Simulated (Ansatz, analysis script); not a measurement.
# VN2: canting in a transverse field

Wanted: the moment that a transverse field induces in VN2, a measure of its exchange field.

Main program and level: Ansatz 0.2.0; PBEsol with U = 3.2 eV on V d, PAW set soft_2 (files made for PBE).

## Step 1: The starting structure

The structure is tetragonal, space group I4/mcm (No. 140). The conventional cell has a = 4.301 Å, b = 4.301 Å, c = 4.983 Å, α = 90.00°, β = 90.00°, γ = 90.00°. Nearest to V lie 8 N at 2.13 Å. Nearest to N lie 1 N at 1.40 Å and 4 V at 2.13 Å. Farther neighbours and most contacts between anions are not listed.

As a file:

```
V N
1.0
    -2.15075    2.15075    2.49135
     2.15075   -2.15075    2.49135
     2.15075    2.15075   -2.49135
V N
2 4
Direct
  0.25000 0.25000 0.00000
  0.75000 0.75000 0.00000
  0.11510 0.61510 0.73020
  0.61510 0.88490 0.50000
  0.88490 0.38490 0.26980
  0.38490 0.11510 0.50000
```

The cell of this run holds 6 atoms, 2 of them with a starting moment; values «a cell» refer to the cell of the run in question.

## Step 2: Starting state

The work starts on two spin channels, which tell the size of the moments.

File input.yaml:

```yaml
crystal:
  lattice:
    - [-2.15075, 2.15075, 2.49135]
    - [2.15075, -2.15075, 2.49135]
    - [2.15075, 2.15075, -2.49135]
  atoms:
    - { symbol: V, position: [0.25, 0.25, 0.0], spin: 2.0 }
    - { symbol: V, position: [0.75, 0.75, 0.0], spin: -2.0 }
    - { symbol: "N", position: [0.1151, 0.6151, 0.7302] }
    - { symbol: "N", position: [0.6151, 0.8849, 0.5] }
    - { symbol: "N", position: [0.8849, 0.3849, 0.2698] }
    - { symbol: "N", position: [0.3849, 0.1151, 0.5] }
magnetization:
  spin_polarized: true
kpoints:
  mp_grid: { grid: [5, 5, 5] }
hamiltonian:
  xc: pbesol
  hubbard: { sites: [{ species: V, l: d, u_eff: 3.2 }] }
scf:
  occupations: { method: fermi_dirac, width: 0.02 }
  max_iter: 120
  convergence: { dr2_threshold: 1.0e-08 }
```

Launch:

```console
ansatz run input.yaml --threads 1 --pin off --max-ram 2048MiB --backend cpu --events-out ev --progress --plain --runs-dir out
```

Numbers of over 12 decimals in the logs are rounded to 6 here.

Log:

```text
V: projections on atomic orbitals take those of the free atom [Ne] 3s2 3p6 3d3 4s2, of charge +0.00 (hamiltonian.pseudopotentials.projection_atoms); the dataset's partial waves leave at most 5.8e-7 of an orbital's norm unspanned inside its sphere
N: projections on atomic orbitals take those of the free atom [He] 2s2 2p3, of charge +0.00 (hamiltonian.pseudopotentials.projection_atoms); the dataset's partial waves leave at most 9.3e-9 of an orbital's norm unspanned inside its sphere
Engine: ansatz 0.2.0, x86_64-unknown-linux-gnu
Pseudopotentials: kind: paw
Pseudopotential: V, paw, valence charge 13, recommended cutoff 420 eV (normal), V.paw.azcp
Pseudopotential: N, paw, valence charge 5, recommended cutoff 420 eV (normal), N.paw.azcp
Functional definition: PBEsol
  exchange = pbesol_x
  correlation = pbesol_c
Crystal: 6 atoms, lattice volume = 46.097 Å³
Basis set: ecut = 420 eV, 873 PW (Γ)
Bands: 31, of which v1, the nominal top of the filled ones, is band 23 counted from 1 (22 counted from 0)
Symmetry: 8 space group operations
Space group: I422 (ITA 97), of the structure as read, at distance tolerance 3.6e-5 Å
Magnetic group: BNS 140.549 (UNI 1209), of the structure as read, at distance tolerance 3.6e-5 Å
k-points: 18 of 125 (time reversal used)
Non-local potential: V, projectors of the file, l = 0: 3, l = 1: 2, l = 2: 3, l = 3: 1
Non-local potential: N, projectors of the file, l = 0: 2, l = 1: 2, l = 2: 1
PAW form: soft (Blöchl's): semilocal exchange-correlation on the pseudo side does not see the compensation charge
PAW frozen core: V, regenerated for the run's functional, and the local potential with it (the file was generated under x = pbe(κ = 0.804, μ = 0.219515), c = pbe(β = 0.066725))
PAW frozen core: N, regenerated for the run's functional, and the local potential with it (the file was generated under x = pbe(κ = 0.804, μ = 0.219515), c = pbe(β = 0.066725))
PAW one-centre angular grid: V, 590 points (default); XC on 64 Gauss nodes
PAW one-centre angular grid: N, 110 points (default); XC on 64 Gauss nodes
Initial density: superposition of atomic densities (chi_scale 0.1, normalization cell, long waves kept (reshape's long-wave potential 0.00 eV rms))
Starting moments: Σ|m| = 4 μB on 2 of 6 sites
Starting magnetic order: antiferromagnet; an inversion exchanges its spin sublattices: spin-degenerate at every k-point
Initial wavefunctions: pseudopotential atomic-orbital guess
Functional: x = pbesol(κ = 0.804, μ = 0.123457), c = pbesol(β = 0.046)
SCF iter   1: F=—  HF=-7280.781590 eV  |F-HF|=—  |Δ(HF+E_count)|=         —  Δρ=6.29e-2 (↑6.29e-2 ↓6.29e-2)  dr2=4.42e0  dr2_m=7.04e-1  M=0.000 μB ∫|m|=3.288 μB  β_m=0.30  ethr=3.10e-3  ⟨swp⟩=5.5  Hψ=3930  notcnv=0
preconditioner: auto → Kerker (q_TF=auto, 2.727 Å⁻¹)  [metal: Δε(μ)=0.043 eV  Ē_g=9.637 eV  σ=0.020 eV  W_gap=0.43  n_scr=14 (ndim 8)  ℏωp=30.0 eV  f_vac=0.000  D(μ)=2.38/eV (n_scr^D=18)]
spin=Collinear: Kerker preconditioning applied to the charge; magnetization (m = ρ↑ − ρ↓) channel mixes plain (no charge-response kernel on spin).
SCF iter   2: F=—  HF=-7280.735948 eV  |F-HF|=—  |Δ(HF+E_count)|=   4.56e-2  Δρ=5.06e-2 (↑5.06e-2 ↓5.06e-2)  dr2=1.65e0  dr2_m=6.10e-1  M=0.000 μB ∫|m|=3.001 μB  β_m=0.30  ethr=3.10e-3  ⟨swp⟩=2.0  Hψ=1620  notcnv=0  defer=62
SCF iter   3: F=—  HF=-7280.665969 eV  |F-HF|=—  |Δ(HF+E_count)|=   7.00e-2  Δρ=3.61e-2 (↑3.61e-2 ↓3.61e-2)  dr2=5.38e-1  dr2_m=4.01e-1  M=-0.000 μB ∫|m|=2.874 μB  β_m=0.30  ethr=3.10e-3  ⟨swp⟩=2.1  Hψ=1328  notcnv=0  defer=62
SCF iter   4: F=—  HF=-7280.676253 eV  |F-HF|=—  |Δ(HF+E_count)|=   1.03e-2  Δρ=2.43e-2 (↑2.43e-2 ↓2.43e-2)  dr2=2.68e-2  dr2_m=2.34e-1  M=0.000 μB ∫|m|=2.798 μB  β_m=0.30  ethr=1.17e-3  ⟨swp⟩=2.1  Hψ=1946  notcnv=0  defer=64
SCF iter   5: F=—  HF=-7280.800652 eV  |F-HF|=—  |Δ(HF+E_count)|=   1.24e-1  Δρ=1.99e-2 (↑1.99e-2 ↓1.99e-2)  dr2=1.40e-2  dr2_m=1.62e-1  M=-0.000 μB ∫|m|=2.700 μB  β_m=0.30  ethr=5.83e-5  ⟨swp⟩=2.5  Hψ=1788  notcnv=0  defer=62
SCF iter   6: F=—  HF=-7280.880745 eV  |F-HF|=—  |Δ(HF+E_count)|=   8.01e-2  Δρ=1.56e-2 (↑1.56e-2 ↓1.56e-2)  dr2=5.18e-4  dr2_m=1.02e-1  M=0.000 μB ∫|m|=2.634 μB  β_m=0.30  ethr=3.04e-5  ⟨swp⟩=2.7  Hψ=1894  notcnv=0  defer=62
SCF iter   7: F=—  HF=-7280.931912 eV  |F-HF|=—  |Δ(HF+E_count)|=   5.12e-2  Δρ=1.29e-2 (↑1.29e-2 ↓1.29e-2)  dr2=5.41e-4  dr2_m=6.97e-2  M=-0.000 μB ∫|m|=2.566 μB  β_m=0.30  ethr=1.13e-6  ⟨swp⟩=2.4  Hψ=2156  notcnv=0  defer=64
SCF iter   8: F=—  HF=-7280.964424 eV  |F-HF|=—  |Δ(HF+E_count)|=   3.25e-2  Δρ=1.05e-2 (↑1.05e-2 ↓1.05e-2)  dr2=1.85e-5  dr2_m=4.66e-2  M=-0.000 μB ∫|m|=2.511 μB  β_m=0.30  ethr=1.13e-6  ⟨swp⟩=2.2  Hψ=2116  notcnv=0  defer=64
SCF iter   9: F=—  HF=-7280.985551 eV  |F-HF|=—  |Δ(HF+E_count)|=   2.11e-2  Δρ=8.81e-3 (↑8.81e-3 ↓8.81e-3)  dr2=1.50e-4  dr2_m=3.27e-2  M=0.000 μB ∫|m|=2.458 μB  β_m=0.30  ethr=4.01e-8  ⟨swp⟩=2.7  Hψ=2397  notcnv=0  defer=66
SCF iter  10: F=—  HF=-7280.999597 eV  |F-HF|=—  |Δ(HF+E_count)|=   1.40e-2  Δρ=7.38e-3 (↑7.38e-3 ↓7.38e-3)  dr2=4.34e-5  dr2_m=2.30e-2  M=-0.000 μB ∫|m|=2.412 μB  β_m=0.30  ethr=4.01e-8  ⟨swp⟩=2.9  Hψ=2348  notcnv=0  defer=68
Mixer restart at iter 10: flushing history
spin-set hold released at iteration 10 (site moments contracting): the magnetisation degrees of freedom join the quasi-Newton model from the next iteration; the mixer history was flushed
SCF iter  11: F=—  HF=-7281.009108 eV  |F-HF|=—  |Δ(HF+E_count)|=   9.51e-3  Δρ=6.29e-3 (↑6.29e-3 ↓6.29e-3)  dr2=1.82e-4  dr2_m=1.67e-2  M=-0.000 μB ∫|m|=2.370 μB  β_m=0.42  ethr=4.01e-8  ⟨swp⟩=2.8  Hψ=2189  notcnv=0  defer=68
SCF iter  12: F=—  HF=-7281.028333 eV  |F-HF|=—  |Δ(HF+E_count)|=   1.92e-2  Δρ=2.68e-3 (↑2.68e-3 ↓2.68e-3)  dr2=5.71e-4  dr2_m=2.89e-3  M=-0.000 μB ∫|m|=2.223 μB  β_m=0.60  ethr=4.01e-8  ⟨swp⟩=4.1  Hψ=3007  notcnv=0  defer=68
SCF iter  13: F=—  HF=-7281.032001 eV  |F-HF|=—  |Δ(HF+E_count)|=   3.67e-3  Δρ=8.88e-4 (↑8.87e-4 ↓8.88e-4)  dr2=8.84e-5  dr2_m=3.13e-4  M=0.000 μB ∫|m|=2.118 μB  β_m=0.80  ethr=4.01e-8  ⟨swp⟩=3.2  Hψ=2647  notcnv=0  defer=70
SCF iter  14: F=—  HF=-7281.032653 eV  |F-HF|=—  |Δ(HF+E_count)|=   6.52e-4  Δρ=3.07e-4 (↑3.07e-4 ↓3.06e-4)  dr2=3.62e-5  dr2_m=3.16e-5  M=-0.000 μB ∫|m|=2.081 μB  β_m=0.90  ethr=4.01e-8  ⟨swp⟩=2.9  Hψ=2124  notcnv=0  defer=70
SCF iter  15: F=—  HF=-7281.032751 eV  |F-HF|=—  |Δ(HF+E_count)|=   9.79e-5  Δρ=7.01e-5 (↑6.99e-5 ↓7.01e-5)  dr2=2.04e-6  dr2_m=1.38e-6  M=0.000 μB ∫|m|=2.062 μB  β_m=0.95  ethr=4.01e-8  ⟨swp⟩=2.3  Hψ=1810  notcnv=0  defer=70
SCF iter  16: F=—  HF=-7281.032756 eV  |F-HF|=—  |Δ(HF+E_count)|=   4.89e-6  Δρ=1.22e-5 (↑1.22e-5 ↓9.18e-6)  dr2=1.06e-7  dr2_m=2.04e-8  M=-0.000 μB ∫|m|=2.063 μB  β_m=0.97  ethr=4.44e-9  ⟨swp⟩=2.0  Hψ=1902  notcnv=0  defer=76
SCF iter  17: F=—  HF=-7281.032756 eV  |F-HF|=—  |Δ(HF+E_count)|=   6.68e-8  Δρ=1.22e-5 (↑1.22e-5 ↓8.65e-6)  dr2=2.25e-7  dr2_m=2.32e-9  M=0.000 μB ∫|m|=2.063 μB  β_m=0.97  ethr=2.30e-10  ⟨swp⟩=2.0  Hψ=1848  notcnv=0  defer=76
SCF iter  18: F=—  HF=-7281.032756 eV  |F-HF|=—  |Δ(HF+E_count)|=   1.87e-8  Δρ=6.10e-6 (↑3.88e-6 ↓6.10e-6)  dr2=5.14e-8  dr2_m=8.70e-10  M=-0.000 μB ∫|m|=2.063 μB  β_m=0.90  ethr=2.30e-10  ⟨swp⟩=2.0  Hψ=1740  notcnv=0  defer=76
SCF iter  19: F=-7281.032756 eV  HF=-7281.032756 eV  |F-HF|=3.06e-10  |Δ(HF+E_count)|=   4.75e-9  Δρ=7.39e-7 (↑7.34e-7 ↓7.39e-7)  dr2=7.14e-10  dr2_m=6.17e-11  M=-0.000 μB ∫|m|=2.063 μB  ethr=2.17e-11  ⟨swp⟩=1.4  Hψ=2513  notcnv=0
SCF 1 converged in 19 iterations: F = -7281.032756 eV  dr2 = 7.14e-10
  greatest PAW one-centre occupation: 1.000 electrons in one spin orbital (limit 2), on the V atom at site 1 (counted from 0), in its partial waves of l = 0
SCF converged after 19 iterations
Magnetization: -0.0000 μB (23.0000 up, 23.0000 down)
Absolute magnetization: 2.0700 μB (∫|ρ↑−ρ↓|, with the PAW one-centre terms)
Spin contamination: 0.7040 ħ² per cell (⟨S²⟩ above its minimum at these occupations)
Per-site moments (μB) at R_I (Å): [(0.783810, 0.878732), (-0.783811, 0.878732), (6.733273278486729e-8, 0.577649), (6.733273280146515e-8, 0.577649), (6.73327327964963e-8, 0.577649), (6.733273276090953e-8, 0.577649)]
Free energy (F): -7281.032756 eV
Harris-Foulkes:  -7281.032756 eV  (|F-HF|=3.06e-10)
Internal energy: -7281.032755 eV  (E = F + TS)
E sigma→0 (E₀):  -7281.032755 eV
Entropy (-TS):   -0.000001 eV (-0.000 meV/atom)
Fermi energy:    16.760839 eV
--- Per-component energies (eV) ---
  E_band       = -185.824077
  E_kinetic    = 1197.995932
  E_local      = -2199.883830  (includes V_loc(G=0)·N_el)
  E_nonlocal   = 89.972055
  E_hartree    = 913.390774
  E_xc         = -498.968981
  E_vxc        = -636.430867  (∫ρ·V_xc dr)
  E_hubbard    = 6.213077  (on-site DFT+U / exact-exchange correction)
  E_vhub       = 1.071259  (the Hubbard potential's part of the band-sum identity)
  E_paw        = -2659.005047  (= ΣΔE_a)
  E_vpaw       = -465.331412  (= ΣTr[D̂ρ^β])
  E_aug_tail   = 0.000824  (compensation charges beyond the density's cutoff)
  E_ewald      = -4131.159312
  E_core_change = 0.411753  (= ΣΔE_core)
  E_smearing   = -0.000001  (= −TS)
  E_closure    = -0.000000  (closes the sum)
  Σ components = -7281.032756   (vs F -7281.032756, Δ=0.00e0)
Occupation matrices written to <dir>
```

The job ended after 3.4 s (1 thread of AMD EPYC 9R45, shared host; peak memory 0.43 GiB).

Spin moment in the atom's sphere by atom:

| atom | spin moment in the atom's sphere (μB) |
| --- | --- |
| V1 | 0.784 |
| V2 | -0.784 |
| N3 | 0.000 |
| N4 | 0.000 |
| N5 | 0.000 |
| N6 | 0.000 |

Tables count atoms from 1; parts of the log count from 0.

The run ends antiferromagnetic, with a net moment of 0 μB a cell. Only this order was typed. The moments fell far under the 2 μB typed, which may or may not be the compound's spin state.

## Step 3: No field

The reference on spinors, with the moments a degree off the axis so that they are free to turn.

File input.yaml:

```yaml
crystal:
  lattice:
    - [-2.15075, 2.15075, 2.49135]
    - [2.15075, -2.15075, 2.49135]
    - [2.15075, 2.15075, -2.49135]
  atoms:
    - { symbol: V, position: [0.25, 0.25, 0.0], spin: 0.78, spin_axis: [0.019996, 0.0, 0.9998] }
    - { symbol: V, position: [0.75, 0.75, 0.0], spin: 0.78, spin_axis: [0.019996, 0.0, -0.9998] }
    - { symbol: "N", position: [0.1151, 0.6151, 0.7302] }
    - { symbol: "N", position: [0.6151, 0.8849, 0.5] }
    - { symbol: "N", position: [0.8849, 0.3849, 0.2698] }
    - { symbol: "N", position: [0.3849, 0.1151, 0.5] }
kpoints:
  mp_grid: { grid: [5, 5, 5] }
hamiltonian:
  xc: pbesol
  hubbard: { sites: [{ species: V, l: d, u_eff: 3.2 }] }
scf:
  occupations: { method: fermi_dirac, width: 0.02 }
  max_iter: 120
  convergence: { dr2_threshold: 1.0e-09 }
basis:
  ecutwfc: 420.0
magnetization:
  noncollinear: true
```

Log:

```text
[...]
Crystal: 6 atoms, lattice volume = 46.097 Å³
Basis set: ecut = 420 eV, 873 PW (Γ)
Bands: 58, of which v1, the nominal top of the filled ones, is band 46 counted from 1 (45 counted from 0)
Symmetry: 2 space group operations + 2 with time reversal
[...]
k-points: 45 of 125 (time reversal used)
[...]
Starting moments: Σ|m| = 1.56 μB on 2 of 6 sites
[...]
SCF iter   1: F=—  HF=-7281.289663 eV  |F-HF|=—  |Δ(HF+E_count)|=         —  Δρ=9.18e-2  dr2=3.65e0  dr2_m=6.80e-2  ethr=3.10e-3  |M|=9.96e-3 ∫|m|=1.54e0 μB  |m|>n=0.0e0 m-floor=0.0e0 τ_xc=6.0e-5 mc-row=0.0e0  β_m=0.30  ⟨swp⟩=5.9  Hψ=8510  notcnv=0
[...]
SCF iter  15: F=—  HF=-7281.027854 eV  |F-HF|=—  |Δ(HF+E_count)|=   2.05e-3  Δρ=4.46e-3  dr2=6.23e-5  dr2_m=2.11e-3  ethr=6.76e-10  |M|=2.87e-3 ∫|m|=1.96e0 μB  |m|>n=0.0e0 m-floor=0.0e0 τ_xc=9.3e-5 mc-row=0.0e0  β_m=0.30  ⟨swp⟩=4.3  Hψ=8044  notcnv=0  defer=284
[...]
spin-set hold released at iteration 15 (site moments' squared step at or under half its running peak, from the soft ceiling on): the magnetisation degrees of freedom join the quasi-Newton model from the next iteration; the mixer history was flushed
SCF iter  16: F=—  HF=-7281.029278 eV  |F-HF|=—  |Δ(HF+E_count)|=   1.42e-3  Δρ=3.86e-3  dr2=3.56e-5  dr2_m=1.57e-3  ethr=6.76e-10  |M|=2.66e-3 ∫|m|=1.97e0 μB  |m|>n=0.0e0 m-floor=0.0e0 τ_xc=8.8e-5 mc-row=0.0e0  β_m=0.39  ⟨swp⟩=4.1  Hψ=7475  notcnv=0  defer=284
[...]
SCF iter  26: F=-7281.032756 eV  HF=-7281.032756 eV  |F-HF|=6.66e-10  |Δ(HF+E_count)|=   6.41e-9  Δρ=1.37e-6  dr2=1.24e-10  dr2_m=2.04e-10  ethr=1.28e-12  |M|=3.16e-6 ∫|m|=2.06e0 μB  |m|>n=0.0e0 m-floor=0.0e0 τ_xc=2.7e-7 mc-row=0.0e0  ⟨swp⟩=3.0  Hψ=5274  notcnv=0
SCF 1 converged in 26 iterations: F = -7281.032756 eV  dr2 = 1.24e-10
[...]
SCF converged after 26 iterations
Magnetization: |M| = 0.0000 μB,  M = (-0.0000, +0.0000, +0.0000) μB
Absolute magnetization: 2.0700 μB (∫|m|, with the PAW one-centre terms)
  site 0: m = (-0.0000, +0.0000, +0.7838) μB, |m| = 0.7838 μB  (R = 0.88 Å)
  site 1: m = (-0.0000, -0.0000, -0.7838) μB, |m| = 0.7838 μB  (R = 0.88 Å)
  site 2: m = (+0.0000, -0.0000, -0.0000) μB, |m| = 0.0000 μB  (R = 0.58 Å)
  site 3: m = (+0.0000, +0.0000, -0.0000) μB, |m| = 0.0000 μB  (R = 0.58 Å)
  site 4: m = (+0.0000, +0.0000, -0.0000) μB, |m| = 0.0000 μB  (R = 0.58 Å)
  site 5: m = (+0.0000, -0.0000, +0.0000) μB, |m| = 0.0000 μB  (R = 0.58 Å)
Free energy (F): -7281.032756 eV
[...]
Internal energy: -7281.032755 eV  (E = F + TS)
E sigma→0 (E₀):  -7281.032755 eV
Entropy (-TS):   -0.000001 eV (-0.000 meV/atom)
Fermi energy:    16.760857 eV
[...]
--- Hubbard shell moments (per corrected site; Tr N, ν in electrons; μ in μ_B) ---
  shell 0: Tr N=3.5484  μ_S=(-0.0000, +0.0000, +0.9581)  μ_L=(+0.0000, -0.0000, +0.0000)  μ=(-0.0000, -0.0000, +0.9581)  ν=0.0000 along (-0.000, +0.000, +1.000)
  shell 1: Tr N=3.5484  μ_S=(-0.0000, -0.0000, -0.9581)  μ_L=(+0.0000, +0.0000, -0.0000)  μ=(-0.0000, +0.0000, -0.9581)  ν=0.0000 along (-0.000, -0.000, -1.000)
Occupation matrices written to <dir>
```

The job ended after 30 s (1 thread; peak memory 0.56 GiB).

The net moment is 0 μB a cell, and the largest site carries 0.784 μB.

(Continued in part 2 of 2.)

[Logs and program files are shortened in this print: banners, set-up blocks, solver, clock and traceback lines can be left out without a mark of their own.]

[Logs are printed without paths, hosts, clocks, repeated set-up lines and the standing remarks that a program may print on its own settings, such as how far it seeks lower states.]

[Hosts, paths, dates, database ids (printed as entryN), source tags and the programs' standing remarks are cut or masked in the printed files.]
